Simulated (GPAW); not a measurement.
**STM contrast on Ti2NS2 MXene monolayer**

What would a tunnelling microscope show on Ti2NS2 MXene monolayer?

Method: GPAW, PAW setups; layer in a repeated cell with vacuum, relaxation of atoms and in-plane cell, in the first sound run; inputs show where later runs differ, in GPAW 26.7.0.

**1. The structure**

The cell holds 5 atoms: 2 S, 2 Ti and 1 N. Cell: a = 3.029 Å, b = 3.029 Å, c = 21.936 Å, α = 90.0°, β = 90.0°, γ = 120.0°. Vacuum lies along c.

**2. Relaxation**

The atoms are relaxed first, since the surface dipole, and with it the work function, follows the positions of the outer layers.

File run.py:

```python
import json
import numpy as np
from ase import Atoms
from ase.filters import FrechetCellFilter
from ase.optimize import BFGS
from gpaw import GPAW, PW

slab = Atoms(
    ['S', 'Ti', 'N', 'Ti', 'S'],
    positions=[
        [-0.00000, 1.74864, 8.00000],
        [1.51437, 0.87432, 9.77267],
        [0.00000, 0.00000, 10.96773],
        [-0.00000, 1.74864, 12.16279],
        [1.51437, 0.87432, 13.93545]],
    cell=[[3.02874, 0.0, 0.0], [-1.51437, 2.62297, 0.0], [0.0, 0.0, 21.9355]],
    pbc=[True, True, True])

slab.calc = GPAW(mode=PW(600), xc='PBE', kpts={'size': (12, 12, 1), 'gamma': True},
                 occupations={'name': 'fermi-dirac', 'width': 0.05}, nbands='160%',
                 convergence={'density': 1e-05}, maxiter=200,
                 symmetry={'tolerance': 1e-3}, txt='slab.txt')
result = {}
# The in-plane cell is free; stress needs a cell that repeats along all three vectors
path = []
opt = BFGS(FrechetCellFilter(slab, mask=[1, 1, 0, 0, 0, 1]), maxstep=0.2)
opt.attach(lambda: path.append((slab.get_potential_energy(), slab.positions.tolist(), slab.get_forces().tolist())))
result['relaxed'] = bool(opt.run(fmax=0.02, steps=45))
result['path'] = path
result['cell'] = slab.cell.tolist()
print('in-plane lattice', slab.cell.cellpar().round(4)[[0, 1, 5]])
energy = slab.get_potential_energy()
fermi = slab.calc.get_fermi_level()
v = slab.calc.get_electrostatic_potential().mean((0, 1)) - fermi
n = slab.calc.get_pseudo_density().mean((0, 1))
L = slab.cell[2, 2]
z = np.arange(len(v)) * L / len(v)
low, high = slab.positions[:, 2].min(), slab.positions[:, 2].max()
below, above = np.interp([low - 5.8, high + 5.8], z, v)
slopes = [np.interp(x, z, np.gradient(v, z)) for x in (low - 5.8, high + 5.8)]
eps = np.array([[slab.calc.get_eigenvalues(k, s) for k in range(len(slab.calc.get_ibz_k_points()))]
                for s in range(slab.calc.get_number_of_spins())]) - fermi
top, bottom = eps[eps < 0].max(), eps[eps > 0].min()
dipole = slab.get_dipole_moment()[2]
print(f'energy {energy:.4f} eV, Fermi level {fermi:.4f} eV, dipole {dipole:.5f} e A')
print(f'potential 5.8 A off the faces, from the Fermi level: lower {below:.4f} eV, upper {above:.4f} eV')
print(f'slope of the potential there: lower {slopes[0]:.5f}, upper {slopes[1]:.5f} eV/A')
print(f'nearest levels on the mesh: {top:.4f} and {bottom:.4f} eV')
print('magnetic moment', round(slab.get_magnetic_moment(), 3))
result.update(energy=energy, fermi=fermi, dipole=dipole, below=below, above=above, slopes=slopes, edges=[top, bottom],
              z=z.tolist(), v=v.tolist(), n=n.tolist(), positions=slab.positions.tolist(),
              forces=slab.get_forces(apply_constraint=False).tolist(), moments=slab.get_magnetic_moments().tolist())
json.dump(result, open('result.json', 'w'))
```

The run is started by

```sh
> OMP_NUM_THREADS=1 OPENBLAS_NUM_THREADS=1 python run.py
```

Log:

```text
Step          Energy          fmax
BFGS:    0      -36.174754        1.585273
BFGS:    1      -36.295414        1.398672
BFGS:    2      -36.440152        2.223844
BFGS:    3      -36.549757        0.704760
BFGS:    4      -36.596792        0.625275
BFGS:    5      -36.828167        0.038612
BFGS:    6      -36.825891        0.017748
in-plane lattice [  3.1609   3.1609 120.    ]
energy -36.8173 eV, Fermi level -0.4720 eV, dipole -0.00068 e A
potential 5.8 A off the faces, from the Fermi level: lower 5.7393 eV, upper 5.7424 eV
slope of the potential there: lower -0.00073, upper -0.00056 eV/A
nearest levels on the mesh: -0.0165 and 0.0340 eV
magnetic moment 0.0
```

Elapsed: 9.3 min, on 1 thread of Arm Neoverse V2, shared host; peak memory 0.41 GiB.

This step gave:

- dipole along the normal: -6.77e-4 e·Å
- levels nearest the Fermi level on the mesh: -0.01646, 0.03399 eV from the Fermi level

The electrostatic potential energy of an electron (without an applied field's), less the Fermi level, planar mean oscillates, so the rows of the table below give means over windows of 1.58 Å about each position, cut where the curve ends. Its maxima inside the range that stand out by 2 % of the span (Å: eV): 8.9: -4.82, 10.5: -6.91, 11.4: -6.91, 13.0: -4.81. Its minima: 8.2: -18.8, 9.8: -17.2, 11.0: -12.9, 12.1: -17.2, 13.7: -18.8.

Electrostatic potential energy of an electron (without an applied field's), less the Fermi level, planar mean against z; means over each step:

```
z (Å)  electrostatic potential energy of an electron (without an applied field's), less the Fermi level, planar mean (eV)
 0.79                                                                                                                5.74
 2.37                                                                                                                5.74
 3.95                                                                                                                5.74
 5.53                                                                                                                5.71
 7.11                                                                                                                2.41
 8.69                                                                                                               -10.8
10.27                                                                                                               -12.0
11.85                                                                                                               -11.8
13.43                                                                                                               -10.3
15.01                                                                                                                3.83
16.59                                                                                                                5.73
18.17                                                                                                                5.74
19.75                                                                                                                5.74
21.33                                                                                                                5.74
```

The pseudo valence density, planar mean oscillates, so the rows of the table below give means over windows of 0.5 Å about each position, cut where the curve ends. Its maxima inside the range that stand out by 2 % of the span (Å: e/Å³): 8.60: 0.495, 9.83: 1.41, 10.88: 0.683, 12.11: 1.41, 13.34: 0.495. Its minima: 8.95: 0.438, 10.53: 0.583, 11.41: 0.583, 12.99: 0.438.

The pseudo valence density, planar mean by z; means over each step:

z (Å), pseudo valence density, planar mean (e/Å³) and a bar:
```
      5.0       0.00 
      5.5       0.00 
      6.0       0.00 
      6.5       0.01 
      7.0       0.07 ##
      7.5       0.24 ######
      8.0       0.40 ##########
      8.5       0.46 ############
      9.0       0.48 ############
      9.5       1.00 #########################
     10.0       1.13 ############################
     10.5       0.64 ################
     11.0       0.67 #################
     11.5       0.65 ################
     12.0       1.21 ##############################
     12.5       0.90 ######################
     13.0       0.47 ############
     13.5       0.45 ###########
     14.0       0.40 ##########
     14.5       0.21 #####
     15.0       0.05 #
     15.5       0.01 
     16.0       0.00 
     16.5       0.00 
     17.0       0.00
```

The relaxation lowered the energy of the cell by 0.656 eV (energies extrapolated to zero smearing; the optimiser's log prints free energies). The largest force left on a free atom is 0.014 eV/Å.

**3. The slab's potential**

With the geometry fixed, the planar mean of the potential gives the vacuum level on each side.

This step: GPAW, PAW setups; slab in vacuum (GPAW 26.7.0).

The cell differs from the one that the last finished run ended in (c 21.936 → 21.464 Å).

File run.py:

```python
import json
import numpy as np
from ase import Atoms
from ase.dft.stm import STM
from gpaw import GPAW, PW

slab = Atoms(
    ['S', 'Ti', 'N', 'Ti', 'S'],
    positions=[
        [-0.00000, 1.82497, 8.00000],
        [1.58047, 0.91248, 9.55188],
        [0.00000, 0.00000, 10.73193],
        [0.00000, 1.82497, 11.91198],
        [1.58047, 0.91248, 13.46385]],
    cell=[[3.16094, 0.0, 0.0], [-1.58047, 2.73746, 0.0], [0.0, 0.0, 21.4638]],
    pbc=[True, True, False])

slab.calc = GPAW(mode=PW(500), xc='PBE', kpts={'size': (12, 12, 1), 'gamma': True},
                 occupations={'name': 'fermi-dirac', 'width': 0.05}, nbands='160%',
                 convergence={'density': 1e-05}, maxiter=200,
                 poissonsolver={'dipolelayer': 'xy'},
                 symmetry={'tolerance': 1e-3}, txt='slab.txt')
result = {}
energy = slab.get_potential_energy()
fermi = slab.calc.get_fermi_level()
v = slab.calc.get_electrostatic_potential().mean((0, 1)) - fermi
n = slab.calc.get_pseudo_density().mean((0, 1))
L = slab.cell[2, 2]
z = np.arange(len(v)) * L / len(v)
low, high = slab.positions[:, 2].min(), slab.positions[:, 2].max()
below, above = np.interp([low - 5.8, high + 5.8], z, v)
slopes = [np.interp(x, z, np.gradient(v, z)) for x in (low - 5.8, high + 5.8)]
eps = np.array([[slab.calc.get_eigenvalues(k, s) for k in range(len(slab.calc.get_ibz_k_points()))]
                for s in range(slab.calc.get_number_of_spins())]) - fermi
top, bottom = eps[eps < 0].max(), eps[eps > 0].min()
dipole = slab.get_dipole_moment()[2]
print(f'energy {energy:.4f} eV, Fermi level {fermi:.4f} eV, dipole {dipole:.5f} e A')
print(f'potential 5.8 A off the faces, from the Fermi level: lower {below:.4f} eV, upper {above:.4f} eV')
print(f'slope of the potential there: lower {slopes[0]:.5f}, upper {slopes[1]:.5f} eV/A')
print(f'nearest levels on the mesh: {top:.4f} and {bottom:.4f} eV')
print('magnetic moment', round(slab.get_magnetic_moment(), 3))
result.update(energy=energy, fermi=fermi, dipole=dipole, below=below, above=above, slopes=slopes, edges=[top, bottom],
              z=z.tolist(), v=v.tolist(), n=n.tolist(), positions=slab.positions.tolist(),
              forces=slab.get_forces(apply_constraint=False).tolist(), moments=slab.get_magnetic_moments().tolist())

# Images need the states of the whole zone, up to time reversal
slab.calc = slab.calc.fixed_density(symmetry={'point_group': False}, txt='states.txt', nbands='280%',
                                    convergence={'bands': 'CBM+2.3'})
stm = STM(slab)
result['stm'] = []
for bias in [-1.5, 2.0]:
    height = high + 3.0
    current = stm.get_averaged_current(bias, height)
    x, y, h = stm.scan(bias, current)
    i, f = divmod(height / L * stm.ldos.shape[2], 1)
    I = abs((1 - f) * stm.ldos[:, :, int(i)] + f * stm.ldos[:, :, int(i) + 1])
    print(f'bias {bias} V: mean current at 3.0 A {current:.4e}, corrugation {np.ptp(h):.4f} A')
    result['stm'].append(dict(bias=bias, current=current, h=(h - high).tolist(), I=I.tolist()))
json.dump(result, open('result.json', 'w'))
```

Log:

```text
energy -36.3540 eV, Fermi level -0.3546 eV, dipole 0.00085 e A
potential 5.8 A off the faces, from the Fermi level: lower 5.7513 eV, upper 5.7334 eV
slope of the potential there: lower 0.00021, upper -0.00021 eV/A
nearest levels on the mesh: -0.0156 and 0.0346 eV
magnetic moment 0.0
bias -1.5 V: mean current at 3.0 A 1.9792e-05, corrugation 0.3535 A
bias 2.0 V: mean current at 3.0 A 6.3628e-05, corrugation 0.2013 A
```

It took 5 min on 1 thread; peak memory 0.72 GiB.

Numbers from this step:

```yaml
dipole_along_the_normal: 8.49e-4 e·Å
levels_nearest_the_fermi_level_on_the_mesh: -0.01559, 0.03456 eV from the Fermi level
upper_work_function: 5.733 eV
lower_work_function: 5.751 eV
corrugation_minus_1p5: 0.3535 Å
corrugation_2: 0.2013 Å
```

The electrostatic potential energy of an electron (without an applied field's), less the Fermi level, planar mean oscillates, so the rows of the table below give means over windows of 1.53 Å about each position, cut where the curve ends. Its maxima inside the range that stand out by 2 % of the span (Å: eV): 8.7: -4.80, 10.3: -6.94, 11.2: -6.95, 12.7: -4.81. Its minima: 8.0: -18.6, 9.6: -17.2, 10.7: -13.0, 11.9: -17.2, 13.4: -18.6.

Electrostatic potential energy of an electron (without an applied field's), less the Fermi level, planar mean against z; means over each step:

```
z (Å)  electrostatic potential energy of an electron (without an applied field's), less the Fermi level, planar mean (eV)
 0.77                                                                                                                5.75
 2.29                                                                                                                5.75
 3.82                                                                                                                5.75
 5.35                                                                                                                5.72
 6.88                                                                                                                2.45
 8.41                                                                                                               -10.7
 9.95                                                                                                               -12.0
11.47                                                                                                               -12.0
13.00                                                                                                               -10.8
14.53                                                                                                                1.98
16.06                                                                                                                5.70
17.59                                                                                                                5.73
19.12                                                                                                                5.73
20.65                                                                                                                5.73
```

The pseudo valence density, planar mean oscillates, so the rows of the table below give means over windows of 1 Å about each position, cut where the curve ends. Its maxima inside the range that stand out by 2 % of the span (Å: e/Å³): 8.4: 0.488, 9.6: 1.41, 10.7: 0.684, 11.9: 1.41, 13.0: 0.488. Its minima: 8.8: 0.448, 10.3: 0.598, 11.1: 0.598, 12.6: 0.448.

Table of pseudo valence density, planar mean by z; means over each step:

```
z (Å)  pseudo valence density, planar mean (e/Å³)
    4                                      1.4e-5
    5                                      3.1e-4
    6                                     0.00757
    7                                       0.149
    8                                       0.431
    9                                       0.732
   10                                       0.894
   11                                       0.657
   12                                        1.06
   13                                       0.465
   14                                       0.307
   15                                      0.0346
   16                                     0.00135
   17                                      5.6e-5
```

Tip height over the top atom over a1 and a2. Sample bias -1.5 V, constant current at the mean current 3.0 Å over the top atom.

Ten even steps from '0' (2.80 Å) to '9' (3.15 Å):
```
444444455554444444
444333333333334444
443332222223334444
443321101123344555
543210000123455555
543210001234566666
553200002355677776
653210123567788877
653211235678899887
653222356789999987
543333457899999987
543334567899999876
543345678999999876
444445678999998765
444455678899887655
444455677888776554
444455667777665544
444445556665554444
```
Columns: a1 from 0 to 0.944; rows upwards: a2 from 0 to 0.944.

Local density of states summed over the bias window over a1 and a2. Sample bias -1.5 V, constant height 3.0 Å over the top atom.

Values in units of 1e-5 arbitrary, 12 rows by 16 columns, each cell a mean:
```
1.7 1.7 1.7 1.7 1.7 1.7 1.8 1.8 1.8 1.8 1.7 1.7 1.7 1.7 1.7 1.7
1.7 1.7 1.7 1.6 1.6 1.5 1.5 1.5 1.5 1.5 1.6 1.6 1.7 1.7 1.8 1.8
1.8 1.7 1.6 1.5 1.4 1.3 1.3 1.3 1.4 1.5 1.6 1.7 1.8 1.9 2.0 1.9
1.9 1.8 1.6 1.4 1.3 1.3 1.3 1.3 1.4 1.6 1.8 2.0 2.1 2.1 2.1 2.1
2.0 1.8 1.6 1.4 1.3 1.3 1.4 1.5 1.7 2.0 2.2 2.3 2.4 2.5 2.4 2.3
2.1 1.8 1.6 1.4 1.4 1.4 1.5 1.7 2.0 2.3 2.5 2.7 2.7 2.7 2.6 2.4
2.0 1.8 1.6 1.5 1.5 1.6 1.9 2.1 2.4 2.7 2.9 3.0 3.0 2.9 2.6 2.4
2.0 1.8 1.6 1.6 1.7 1.9 2.1 2.4 2.7 2.9 3.1 3.1 3.0 2.8 2.6 2.3
1.9 1.7 1.7 1.7 1.9 2.1 2.3 2.6 2.8 3.0 3.0 3.0 2.8 2.6 2.3 2.1
1.8 1.7 1.7 1.8 2.0 2.1 2.3 2.6 2.8 2.9 2.8 2.7 2.5 2.3 2.1 1.9
1.7 1.7 1.7 1.8 2.0 2.1 2.3 2.4 2.5 2.5 2.4 2.3 2.2 2.0 1.9 1.8
1.7 1.7 1.7 1.8 1.9 2.0 2.1 2.1 2.2 2.2 2.1 2.0 1.9 1.8 1.8 1.7
```
Columns: a1 from 0 to 0.944; rows upwards: a2 from 0 to 0.944.

Tip height over the top atom over a1 and a2. Sample bias 2 V, constant current at the mean current 3.0 Å over the top atom.

Ten even steps from '0' (2.91 Å) to '9' (3.11 Å):
```
333333333333333333
333222222222223333
332221111112223333
332211000112233444
432110000112344444
432100000123455555
432100001234566665
432100012345677765
432111123467888876
432111234678999876
432222345789999875
432223456899999865
432234567899998765
333334567899987654
333344567888876544
333344566777665443
333344555665554433
333334444444443333
```
Columns: a1 from 0 to 0.944; rows upwards: a2 from 0 to 0.944.

Local density of states summed over the bias window over a1 and a2. Sample bias 2 V, constant height 3.0 Å over the top atom.

Ten even steps from '_' (5.23 × 1e-5 arbitrary) to '@' (8.27 × 1e-5 arbitrary):
```
::::::::::::::::::::::::::::::::::::
::::::::..................::::::::::
::::::......________......::::::::::
::::......__________......::::------
--::....____________....::----====--
--::..______________..::--====++====
--::..____________..::--==++****++==
--::..__________..::--++**######**++
==::..________..::==++**##%%%%##**++
--::..........::--++**%%%%@@%%%%**++
--::........::--++**%%@@@@@@@@%%**++
--::......::--==**##%%@@@@@@%%##**==
--::::::::--==++##%%@@@@@@@@%%##++==
::::::::::--==**##%%%%@@%%%%##**==--
::::::::--==++**####%%%%####**++==--
::::::::--====++**********++====--::
::::::::----====++++++++====----::::
::::::::::--------==--------::::::::
```
Columns: a1 from 0 to 0.944; rows upwards: a2 from 0 to 0.944.

The potential is flat to 2.1e-4 eV/Å where it is read, so the vacuum is wide enough.

**4. Results**

```
work function, upper and lower face : 5.733 and 5.751 eV
dipole along the normal             : 8.5e-4 e Å
corrugation at -1.5 V               : 0.354 Å
corrugation at 2 V                  : 0.201 Å
```

What this shows: The corrugation at constant current is largest at -1.5 V, where the tip height varies by 0.35 Å over the cell. Negative sample bias images filled states, positive bias empty ones. The images are of Tersoff-Hamann type: an s-wave tip, no tip-sample forces, heights closer than in a microscope. The starting lattice was a guess from atomic radii; the relaxation moved it by 4 %. The small printed dipole stands for a step of -18 meV from the lower to the upper face, and the probes find -18 meV; values this small are near the numerical noise of both. The cell holds an odd number of electrons, so without spin polarisation it must come out metallic and without a moment, whatever its true state. The layer's cell and atoms come from the relaxation; spin-orbit coupling and temperature are left out.

[Logs are printed without paths, hosts, clocks, repeated set-up lines and the standing remarks that a program may print on its own settings, such as how far it seeks lower states.]

[Hosts, paths, dates, database ids (printed as entryN), source tags and the programs' standing remarks are cut or masked in the printed files.]
